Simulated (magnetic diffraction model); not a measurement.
**Which magnetic order? SrMnCdF₇**

Space group P2_1/c (no. 14), a = 5.5700 Å, b = 10.0900 Å, c = 9.6030 Å, β = 93.36°.

| site | atom | x | y | z |
| --- | --- | --- | --- | --- |
| 4e | Cd | 0.7399 | 0.1785 | 0.0092 |
| 4e | Sr | 0.6965 | 0.5968 | 0.8142 |
| 4e | Mn | 0.1980 | 0.1128 | 0.3086 |
| 4e | F | 0.5191 | 0.7918 | 0.7492 |
| 4e | F | 0.3588 | 0.5513 | 0.8758 |
| 4e | F | 0.7494 | 0.6950 | 0.0057 |
| 4e | F | 0.6082 | 0.5372 | 0.6255 |
| 4e | F | 0.9768 | 0.7237 | 0.7473 |
| 4e | F | 0.1094 | 0.9435 | 0.6246 |
| 4e | F | 0.1144 | 0.0442 | 0.1286 |

The compound is invented for this exercise: a known structure type with other elements, its cell scaled to their sizes and not relaxed.

Only Mn is taken to order (form factors of Mn3+); orders and moment sizes are assumed, and not adapted to the symmetry. Radiation: neutrons of λ = 2.52 Å (absorption by Cd left out), 1.5° to 45°; isotropic B of 0.32 Å² (Cd), 0.53 Å² (Sr), 0.54 Å² (Mn) and 0.56 Å² (F). The intensities are simulated: I ∝ L Σ (|F_N|² + |F_M⊥|²) for unpolarised neutrons, with F_M = 2.695 fm/μB × Σ f(s) S exp(2πi Q·r) exp(−B s²) at Q = H ± k (one set where k and −k are equivalent), only the part normal to Q counting and L = 1/(sin²θ cos θ). For a modulated order the moment at position r is S exp(−2πi k·r) + c.c., with S = m/2 for a sine wave of amplitude m and S = m(u + iv)/2 for moments turning in a plane, u and v being orthogonal unit vectors in it; the phase factor of the sum at Q = H + k is then exp(2πi H·r). Form factors are spin-only for 3d ions and dipole or tabulated for f ions, scattering lengths are Sears's of 1992, and absorption is left out. A label names one of the reflections at its angle. The strongest nuclear line in the range is 100, and lines under 0.2 are left out.

Above the ordering temperature:

```csv
2θ (°),index,I
20.89,(0 1 1),3.9
26.19,(1 0 0),13.7
28.93,(0 2 0),9.2
29.99,(1 1 0),19.6
30.48,(0 0 2),9.7
32.79,(0 2 1),100.0
33.01,(1 1 -1),73.5
33.84,(0 1 2),32.8
34.45,(1 1 1),80.1
39.37,(1 0 -2),35.0
39.42,(1 2 0),1.4
41.83,(1 0 2),6.9
41.84,(1 2 -1),31.9
42.11,(1 1 -2),0.2
42.52,(0 2 2),2.1
44.44,(1 1 2),6.6
```

Below it (cell unchanged):

```
2θ (°)      I
 15.53  144.1
 18.57    7.9
 20.89    3.9
 23.55    5.6
 25.25   54.4
 26.19   13.7
 28.39   25.4
 28.93    9.2
 29.55    1.4
 29.80   16.0
 29.99   19.6
 30.48    9.7
 31.55    9.4
 31.94   22.4
 32.41    9.2
 32.64   30.4
 32.79  100.0
 33.01   73.5
 33.05   14.2
 33.84   32.8
 34.45   80.1
 34.81    8.5
 35.60    8.3
 36.14    0.9
 36.19   12.9
 36.70    3.5
 39.27    0.3
 39.37   35.0
 39.42    1.4
 39.98   14.5
 40.93    2.6
 41.83    6.9
 41.84   31.9
 42.11    0.2
 42.32    2.7
 42.52    2.1
```
(The table stops after 36 lines; 5 more lie at higher angle.)

**Question.** Find the propagation vector, then choose among these models:
A. moments turning in the plane of [010] and [001], 3.51 μB on Mn; signs + at (0.1980, 0.1128, 0.3086), − at (0.8020, 0.8872, 0.6914), − at (0.1980, 0.3872, 0.8086), + at (0.8020, 0.6128, 0.1914)
B. a sine wave with moments along [010] (amplitudes given), 3.51 μB on Mn; signs + at (0.1980, 0.1128, 0.3086), − at (0.8020, 0.8872, 0.6914), − at (0.1980, 0.3872, 0.8086), + at (0.8020, 0.6128, 0.1914)
C. a sine wave with moments along [001] (amplitudes given), 3.51 μB on Mn; signs + at (0.1980, 0.1128, 0.3086), − at (0.8020, 0.8872, 0.6914), − at (0.1980, 0.3872, 0.8086), + at (0.8020, 0.6128, 0.1914)
D. moments turning in the plane of [100] and [001], 3.51 μB on Mn; signs + at (0.1980, 0.1128, 0.3086), − at (0.8020, 0.8872, 0.6914), − at (0.1980, 0.3872, 0.8086), + at (0.8020, 0.6128, 0.1914)

The new lines index as (0 1/4 1) at 15.53°, (0 3/4 1) at 18.57°, (0 5/4 1) at 23.55° and (0 7/4 0) at 25.25°, that is as H ± k with k = (0 1/4 0). Satellites come in pairs about each point of the reciprocal lattice.

Magnetic intensity, observed (below minus above) and for each model:

| 2θ (°) | index | observed | A | B | C | D |
| --- | --- | --- | --- | --- | --- | --- |
| 15.53 | (0 1/4 1) | 144.1 | 137.2 | 129.5 | 7.8 | 144.1 |
| 25.25 | (0 7/4 0) | 54.4 | 27.2 | <0.2 | 27.2 | 54.4 |
| 28.39 | (1 3/4 0) | 25.4 | 41.1 | 18.9 | 22.2 | 25.4 |
| 29.80 | (1 1/4 -1) | 16.0 | 27.2 | 15.5 | 11.7 | 16.0 |
| 31.94 | (1 5/4 0) | 22.4 | 28.4 | 11.5 | 16.9 | 22.4 |
| 32.64 | (0 9/4 0) | 30.4 | 15.2 | <0.2 | 15.2 | 30.4 |
| 33.05 | (1 3/4 1) | 14.2 | 21.5 | 11.4 | 10.1 | 14.2 |
| 39.98 | (0 7/4 2) | 14.5 | 10.3 | 6.1 | 4.2 | 14.5 |

Model D matches.

The structure used: k = (0 1/4 0), moments turning in the plane of [100] and [001], 3.51 μB on Mn; signs + at (0.1980, 0.1128, 0.3086), − at (0.8020, 0.8872, 0.6914), − at (0.1980, 0.3872, 0.8086), + at (0.8020, 0.6128, 0.1914).

[Logs are printed without paths, hosts, clocks, repeated set-up lines and the standing remarks that a program may print on its own settings, such as how far it seeks lower states.]
